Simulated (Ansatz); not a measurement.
# Static equation of state of glassy 61P2O5-28SrO-11Al2O3 (mol %) (97 atoms)

Density of this cell: 2.55 g/cm³. The cell holds 97 atoms: 22 P, 5 Sr, 4 Al and 66 O. Its edges and angles: a = 11.370 Å, b = 11.283 Å, c = 11.593 Å, α = 92.0°, β = 87.4°, γ = 91.2°. The starting structure: 97 atoms (22 P, 5 Sr, 4 Al, 66 O) placed at random at 2.77 g/cm³, melted at 4000 K for 10 ps at fixed volume with the Morse and Coulomb pair potential with partial charges (Pedone, Malavasi, Menziani, Cormack and Segre, J. Phys. Chem. B 110, 11780 (2006)). Quenched from 4000 K to 300 K at 500 K/ps and fixed volume, held 10 ps at zero pressure.

Calculated with Ansatz 0.2.0: Kohn-Sham DFT, revPBE, PAW (set soft_2), plane waves; cutoff 420 eV, Γ point, fermi-dirac smearing of 0.05 eV. Cell and atoms were relaxed first, to V0 = 15.305 Å³ an atom at a residual P0 = -0.012 GPa. The cell was then scaled evenly, and the atoms were relaxed at each volume.

| volume (Å³/atom) | pressure (GPa) |
| --- | --- |
| 13.774 | 4.017 |
| 14.387 | ? |
| 14.846 | 1.193 |
| 15.764 | -0.9891 |
| 16.223 | -1.820 |

Task: Fit the third-order Birch–Murnaghan equation to the rows given and interpolate to the withheld row.

**Working.**

Take the Eulerian strain f = ½[(V0/V)^(2/3) − 1] and the normalised pressure F = (P − P0) / [3f(1 + 2f)^(5/2)]. The third-order Birch–Murnaghan equation is then the line F = B0 + (3/2)B0(B′ − 4) f, so u = f and v = F.

| u = f | v = F (GPa) |
| --- | --- |
| 0.0363833 | 30.9684 |
| 0.0102568 | 37.2200 |
| -0.00975646 | 35.0804 |
| -0.0190508 | 34.8744 |

With n = 4: mean u = 0.00445823, mean v = 34.5358, Σ(u − ū)² = 0.0018076, Σ(u − ū)(v − v̄) = -0.11402. Slope b = -0.11402 / 0.0018076 = -63.081; intercept a = v̄ − b ū = 34.817.

So B0 = a = 34.8 GPa and B′ = 4 + 2b/(3a) = 2.79. At the withheld volume f = 0.02106, F = a + b f = 33.49 GPa, and P = P0 + 3f(1 + 2f)^(5/2) F.

Prediction at 14.387: 2.334 GPa. The run gave 2.173 GPa, so the fit is high by 0.16 GPa (7.4 % of the value).

The series isn't one smooth equation of state: even a line fitted to all rows, the withheld one included, misses F by up to 9.5 %, the count of bonds changes along the series and an atom moves over 0.5 Å in some relaxation. B0 and B′ are then only the numbers of this fit, not moduli of the material. Among the rows given, the largest miss of the fit is at 13.774, by 0.20 GPa (3.5 % of the range of the table).

Limits: Static cells at zero temperature; the cell shape is held. The program notes that the SCF threshold of these relaxations is loose for the stress. The quench rate of 500 K/ps is many orders above laboratory rates, so the cell is likely richer in defects and strain than a real sample. The network of bonds at the start is that of the classical potential that made the cell, and needn't be the one that DFT or experiment would give. Only the Γ point is sampled, in a cell whose shortest periodic width is 11 Å.

[Hosts, paths, dates, database ids (printed as entryN), source tags and the programs' standing remarks are cut or masked in the printed files.]
